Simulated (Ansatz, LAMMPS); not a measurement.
# Relaxing Zn2+ triflate in trimethyl phosphate and propylene carbonate, from a frame at 350 K (201 atoms), part 3 of 3

Aim: bring Zn2+ triflate in trimethyl phosphate and propylene carbonate, from a frame at 350 K (201 atoms) to a nearby minimum of the energy and see what moves.

Ansatz 0.2.0; Kohn-Sham DFT, PBE+D4, PAW (set soft_2), plane waves.

The cell: 42 C, 51 O, 6 P, 84 H, 4 S, 12 F and 2 Zn. The network of contacts between molecules at the start is that of the classical potential that made the cell. The density was typed from a rule of thumb and may lie off the real one at this temperature. The Brillouin zone is sampled at Γ only, in a cell whose shortest periodic width is 13 Å.

So far. Step 4 (Relaxation): The relaxation changed the energy by -70.1 meV/atom, and atoms moved by 1.1 Å r.m.s., 2.4 Å at most.

## Step 6: Single point at the relaxed geometry

The electronic structure is read at the final geometry, in a run of its own.

Input file input.yaml:

```yaml
crystal:
  lattice:
    - [13.38458, 0.0, 0.0]
    - [0.0, 13.38458, 0.0]
    - [0.0, 0.0, 13.38458]
  atoms:
    - { symbol: C, position: [0.76284, 0.07245, 0.5515] }
    - { symbol: O, position: [0.72228, 0.97123, 0.5444] }
    - { symbol: P, position: [0.74637, 0.90522, 0.45026] }
    - { symbol: O, position: [0.73459, 0.95303, 0.35023] }
    - { symbol: O, position: [0.8583, 0.87042, 0.47037] }
    - { symbol: C, position: [0.91229, 0.81661, 0.39349] }
    - { symbol: O, position: [0.67504, 0.81172, 0.45863] }
    - { symbol: C, position: [0.66564, 0.75383, 0.54968] }
    - { symbol: H, position: [0.75097, 0.11234, 0.481] }
    - { symbol: H, position: [0.84272, 0.0696, 0.56931] }
    - { symbol: H, position: [0.72152, 0.10886, 0.61171] }
    - { symbol: H, position: [0.99168, 0.82636, 0.41064] }
    - { symbol: H, position: [0.89487, 0.84707, 0.31946] }
    - { symbol: H, position: [0.89312, 0.73695, 0.39616] }
    - { symbol: H, position: [0.73907, 0.72906, 0.57589] }
    - { symbol: H, position: [0.62864, 0.79813, 0.60756] }
    - { symbol: H, position: [0.61893, 0.68954, 0.53056] }
    - { symbol: C, position: [0.04253, 0.2222, 0.29619] }
    - { symbol: O, position: [0.13546, 0.20912, 0.24082] }
    - { symbol: P, position: [0.13252, 0.17441, 0.12771] }
    - { symbol: O, position: [0.23649, 0.16644, 0.0893] }
    - { symbol: O, position: [0.06943, 0.07348, 0.12398] }
    - { symbol: C, position: [0.11681, 0.98015, 0.15155] }
    - { symbol: O, position: [0.06133, 0.25169, 0.07538] }
    - { symbol: C, position: [0.05551, 0.26046, 0.96756] }
    - { symbol: H, position: [0.99946, 0.28407, 0.26432] }
    - { symbol: H, position: [0.06352, 0.23921, 0.37328] }
    - { symbol: H, position: [0.99869, 0.15292, 0.2943] }
    - { symbol: H, position: [0.18644, 0.99199, 0.19291] }
    - { symbol: H, position: [0.13344, 0.93831, 0.08322] }
    - { symbol: H, position: [0.06334, 0.93959, 0.19847] }
    - { symbol: H, position: [0.13053, 0.26398, 0.93502] }
    [... 163 atom lines left out ...]
    - { symbol: C, position: [0.4741, 0.4413, 0.96126] }
    - { symbol: F, position: [0.45279, 0.53104, 0.92056] }
    - { symbol: F, position: [0.54656, 0.39773, 0.90724] }
    - { symbol: F, position: [0.50853, 0.45663, 0.05471] }
    - { symbol: Zn, position: [0.60994, 0.98409, 0.26769] }
    - { symbol: Zn, position: [0.34516, 0.12765, 0.98399] }
kpoints:
  mp_grid: { grid: [1, 1, 1] }
hamiltonian:
  xc: pbe
  dispersion: d4
scf:
  occupations: { method: fixed }
output:
  forces: true
  stress: true
  populations: intrinsic
  dos:
    method: { smearing: { sigma: 0.15 } }
    de: 0.1
    projected: { site_lists: { C: [C], F: [F], H: [H], O: [O], P: [P] } }
  eigenvalues: true
  write_density: true
  write_potential: true
  volumetric_format: npy
```

Started as:

```sh
$ ansatz run input.yaml --threads 4 --pin off --max-ram 8192MiB --backend cpu --events-out ev --progress --plain --runs-dir out
```

Numbers of over 12 decimals in the logs are rounded to 6 here.

Log:

```text
[...]
Crystal: 201 atoms, lattice volume = 2397.807 Å³
Basis set: ecut = 420 eV, 46897 PW (Γ), exchange–correlation on 180×180×180 points (8 copies of the dense FFT grid, shifted against one another)
Bands: 561, of which v1, the nominal top of the filled ones, is band 360 counted from 1 (359 counted from 0)
Symmetry: 1 space group operations
[...]
k-points: 1
[...]
SCF iter   1: F=—  HF=-65295.992635 eV  |F-HF|=—  |Δ(HF+E_count)|=         —  Δρ=4.56e-3  dr2=6.20e-1  ethr=1.77e-3  ⟨swp⟩=5.0  Hψ=2109  notcnv=0  defer=198
[...]
SCF iter  11: F=-65295.839558 eV  HF=-65295.839558 eV  |F-HF|=2.92e-8  |Δ(HF+E_count)|=   6.77e-8  Δρ=1.21e-6  dr2=3.52e-8  ethr=1.39e-11  ⟨swp⟩=24.0  Hψ=6067  notcnv=0
SCF 1 converged in 11 iterations: F = -65295.839558 eV  dr2 = 3.52e-8
[...]
WARN: The input density's exchange-correlation potential varies sharply where the density is thin. Do not read a vacuum level from v_tot or v_xc, or from such a field of the output density. On a cell that repeats whose density bears no net charge and no dipole along the vacuum's axis use v_es (v_loc + v_h of the components); [...]
SCF converged after 11 iterations
Free energy (F): -65295.839558 eV
[...]
Internal energy: -65295.839558 eV  (E = F + TS)
E sigma→0 (E₀):  -65295.839558 eV
Fermi energy:    -0.047232 eV
[...]
--- Forces (eV/Å), atoms counted from 1 ---
  atom   1  C      0.00359520     0.01739366    -0.00071291
  atom   2  O      0.00102876    -0.00542427    -0.00374037
  atom   3  P      0.00475253     0.00305509     0.00679001
  atom   4  O     -0.00148101     0.00188965    -0.00317943
  atom   5  O     -0.00257543     0.00148155     0.00106939
  atom   6  C     -0.00001390    -0.00347014    -0.00307327
  atom   7  O     -0.00063745    -0.00233311     0.00006769
  atom   8  C      0.00338137    -0.00112913     0.00102002
  atom   9  H      0.00101490    -0.00829837     0.01037101
  atom  10  H     -0.01110040    -0.00073481    -0.00147782
  atom  11  H      0.00542268    -0.00677081    -0.00720830
  atom  12  H      0.00028277    -0.00022352     0.00007529
  atom  13  H     -0.00016573    -0.00000576     0.00077860
  atom  14  H     -0.00059474    -0.00079609     0.00060107
[...]
atom 200  Zn    -0.00030599    -0.00061548    -0.00196952
  atom 201  Zn     0.00086250     0.00053134     0.00178178
  max |Σ_I F_I| component: 8.73e-5 eV/Å
--- Stress (GPa, compression-positive) ---
       -0.279740       0.011909       0.023539
        0.011910      -0.175465      -0.051485
        0.023538      -0.051485      -0.137019
  P = ⅓ Tr σ = -0.1974 GPa (-1.974 kbar)
--- Band table (eV) ---
[...]
--- intrinsic populations: 201 sites ---
  site symbol       q [e]
     0      C      4.3191
     1      O      6.6341
     2      P      2.8528
[...]
200     Zn     10.4813
  spilling = -0.000000 (of n_electrons = 720.000000)
```

Run time: 41 s. Hardware: 4 threads of Intel Xeon Platinum 8488C (Sapphire Rapids), shared host; peak memory 3.8 GiB; 2.6 min of CPU time.

The program notes that the exchange-correlation potential is rough where the density is thin.

The run gave:

```
free energy                                      : -65295.8396 eV
free energy per atom                             : -324.8549 eV/atom
SCF cycles                                       : 11
pressure                                         : -0.1974 GPa
r.m.s. force component                           : 0.00244 eV/Å
longest force                                    : 0.01778 eV/Å
Fermi energy                                     : -0.04723 eV
gap (highest filled to lowest empty level) : 4.468 eV
```

Intrinsic-atomic-orbital charges by element and coordination:

```
element  coordination  atoms  mean charge (e)  spread   least    most
      C           all     42          -0.0744   0.395  -0.536   0.681
      C             3      5            0.665  0.0121   0.652   0.681
      C             4     37           -0.174   0.306  -0.536   0.589
      F           all     12           -0.270  0.0122  -0.298  -0.249
      H           all     84            0.192  0.0122   0.167   0.218
      O           all     51           -0.677   0.232   -1.00  -0.318
      O             1     12           -0.816   0.188  -0.953  -0.486
      O             2     39           -0.634   0.228   -1.00  -0.318
      P           all      6             2.14  0.0146    2.11    2.15
      S           all      4             2.22  0.0074    2.21    2.23
     Zn           all      2             1.52  0.0059    1.52    1.53
     Zn             5      1             1.52       0    1.52    1.52
     Zn             6      1             1.53       0    1.53    1.53
```

States in the cell by windows of 1 eV, zero at the Fermi level; the larger projections on atomic orbitals stand beside the total:

```
from (eV)  to (eV)  total   O p   C p   H s   F p
      -10       -9   23.6   4.8   5.7   0.7   7.2
       -9       -8   25.1   5.6   4.8   2.2   5.8
       -8       -7   42.2  17.7  11.6   4.4   0.5
       -7       -6   43.5  18.5  11.5   4.6   0.8
       -6       -5  101.1  30.4  29.7  12.8  18.4
       -5       -4   70.6  14.5  14.4   5.6  21.2
       -4       -3   57.6  25.6  13.8   8.8   3.1
       -3       -2   73.9  48.9  10.9   7.8   0.6
       -2       -1   71.3  56.0   5.6   4.8   1.3
       -1        0    6.3   5.7   0.2   0.0   0.1
        0        1    0.8   0.8   0.0   0.0   0.0
        1        4    0.0   0.0   0.0   0.0   0.0
        4        5   10.3   2.0   3.1   1.2   0.0
```

With fixed occupations the program's Fermi level is the highest filled level; weight inside the gap is the broadening of levels at its edges.

Between -26 and -10 eV lie 196 more states.

Not all projections were asked for or kept, so they needn't add up to the total.

The levels nearest the highest filled one (over half full), pooled over k-points and spins:

```
level less the highest filled one (eV)  occupation
                                 -1.15           2
                                 -1.13           2
                                -0.998           2
                                -0.772           2
                                -0.749           2
                                     0           2
                                  4.47           0
                                  4.64           0
                                  4.71           0
                                  4.82           0
                                  5.03           0
                                  5.06           0
```

Valence density in the ab plane at fractional z = 0.265, with atoms of H and P and O and C and Zn within 0.2 Å of it. It is the smooth field of the valence electrons, not physical close to the nuclei.

Ten steps, logarithmic in the rise over the least value, from '0' (0 e/Å³) to '9' (17 e/Å³), each cell a mean:
```
121212121212121202020338963121212111111
111111111111122211111224532222111111111
111111111111222221111233322111111111111
111111111111122221112356642111111122111
111233221111111221112356643222111111111
112344332221111222111234554444321111111
112244433221111111112345554566421111111
222244432211111111112477543354321111111
554455432111111111112466543444433211124
776445432111111111111234445544454211125
664334443221111111111123454433332211124
443223344432111111111123543211111122333
333333223321111111111112221111111123444
222332211111111111111111111111111123433
111221111111122332111111111111111112222
211111111111234543211122111111111111111
432222211113455554322233321111111111123
454344432112444456644333322111111111123
444457642111122357764323322111111111122
443345532111111235533344542211111111123
332222221111111112222235653211111111112
111111111111111111111224442111111111111
111111111111111111111223432111111111111
111111121111121212020338963121211111111
```
Columns run along a (13.4 Å), rows up along b (13.4 Å). Atoms in or near the plane, at fractional coordinates: H at (0.00, 0.28), P at (0.57, 0.23), O at (0.45, 0.22), C at (0.39, 0.31), H at (0.31, 0.28), C at (0.12, 0.61), O at (0.02, 0.59), H at (0.11, 0.77), H at (0.23, 0.49), C at (0.63, 0.74), H at (0.81, 0.59), H at (0.61, 0.51), Zn at (0.61, 0.98).

Electrostatic potential energy in the ab plane at fractional z = 0.265, with atoms of H and P and O and C and Zn within 0.2 Å of it. With pseudopotentials it is smooth inside the atoms' cores, unlike the true potential.

Ten even steps from '0' (-41 eV) to '9' (6 eV), each cell a mean:
```
999999999999999999999730015899999999999
999999999999999999999875468999999999999
999999999999999999999998899999999999999
999999999999999999999951279999999998999
999857999999999999999951158899999999999
999725788899999988999984002666999999999
999874378899999999999863013412799999999
999875689999999999999610267756899999999
546500279999999999999721466742577999998
002500378999999999999987411531532899994
336877668899999999999997423777887999996
347888766269999999999995168999999999986
458888888579999999999998789999999998676
999999999999999999999999999999999998789
999999999999998889999999999999999999999
999999999999983237999999999999999999999
369999999997351005888656789999999999996
444776799998476542355100378999999999997
610430179999999940024000279999999999999
666764589999999986677543479999999999998
789999999999999999999984259999999999998
999999999999999999999997689999999999999
999999999999999999999976568999999999999
999999999999999999999741025899999999999
```
Columns run along a (13.4 Å; values clipped at the 3rd and 97th percentile), rows up along b (13.4 Å). Atoms in or near the plane, at fractional coordinates: H at (0.00, 0.28), P at (0.57, 0.23), O at (0.45, 0.22), C at (0.39, 0.31), H at (0.31, 0.28), C at (0.12, 0.61), O at (0.02, 0.59), H at (0.11, 0.77), H at (0.23, 0.49), C at (0.63, 0.74), H at (0.81, 0.59), H at (0.61, 0.51), Zn at (0.61, 0.98).

Mean intrinsic-atomic-orbital charges: C -0.07, F -0.27, H +0.19, O -0.68, P +2.14, S +2.22 e.

A closer look about Zn201, one of the 2 Zn atoms: 15 atoms, nearest first, numbered in the order of the input, with positions taken from that point.

```
 atom      x      y      z  distance (Å)  bonds  intrinsic-atomic-orbital charge (e)
Zn201   0.00   0.00   0.00          0.00      5                                 1.52
 O194   0.76   1.85   0.21          2.01      2                                -0.98
 O186   0.03  -1.80   0.92          2.02      2                                -0.97
 O178  -1.22  -0.24  -1.59          2.02      2                                -1.00
  O72   1.72  -0.56  -1.02          2.08      2                                -1.00
  O21  -1.45   0.52   1.41          2.09      2                                -1.00
 S193   0.18   3.14  -0.29          3.16      4                                 2.21
 S177  -2.12  -1.40  -1.93          3.19      4                                 2.22
 S185   0.92  -2.55   1.83          3.27      4                                 2.21
  H80   0.33   0.65  -3.27          3.35      1                                 0.19
  P71   2.75  -0.02  -1.95          3.37      4                                 2.15
  H32  -2.87   1.82  -0.66          3.47      1                                 0.19
  P20  -2.85   0.63   1.92          3.49      4                                 2.15
 O192  -0.26   3.09  -1.67          3.53      1                                -0.91
 O184   2.02  -1.71   2.34          3.53      2                                -0.94
```

The column of bonds counts only the pairs H-C within 1.34 Å, O-C within 1.73 Å, O-P within 2.02 Å, O-S within 1.93 Å, O-Zn within 2.50 Å, C-C within 1.85 Å, C-F within 1.62 Å, C-S within 2.21 Å; other neighbours, such as metal atoms beside each other in a compound, aren't counted, and periodic images can show an atom twice.

## Step 7: Summary of results

```yaml
energy_change_in_the_relaxation: -70.07 meV/atom
r_m_s_displacement: 1.056 Å
largest_displacement: 2.447 Å
free_energy_per_atom: -324.8549 eV/atom
pressure: -0.1974 GPa
r_m_s_force_component: 0.00244 eV/Å
spacing_of_highest_filled_and_lowest_empty_level: 4.468 eV
wall_time_of_the_3_dft_runs: 16 min
```

What this shows: Relaxation lowers the energy by 70.1 meV/atom and moves atoms by 1.1 Å r.m.s.; the r.m.s. force component goes from 1.3 to 0.0024 eV/Å, the pressure goes from 2.2 to -0.20 GPa, and the gap from 3.74 to 4.47 eV. By the final cutoffs no bond was broken or made. First to last step the energy falls by 14.084 eV; the largest move, 2.45 Å, is that of O168, with 1 other atom within 2 % of it. The O-Zn bonds change most in mean length: from 1.894 Å (spread 0.067) to 2.079 Å (spread 0.063). Counting bonds as in the table, 88 % of C atoms have 4, all F atoms have 1, all H atoms have 1 and 76 % of O atoms have 2 bonded neighbours. The highest filled and lowest empty levels differ by 4.47 eV (at Γ alone); a semilocal functional tends to put such gaps too low. In a disordered cell it changes from sample to sample and from frame to frame.

**Limits.** The network of contacts between molecules at the start is that of the classical potential that made the cell; in DFT atoms moved by 1.1 Å r.m.s.

[Logs are printed without paths, hosts, clocks, repeated set-up lines and the standing remarks that a program may print on its own settings, such as how far it seeks lower states.]

[Hosts, paths, dates, database ids (printed as entryN), source tags and the programs' standing remarks are cut or masked in the printed files.]
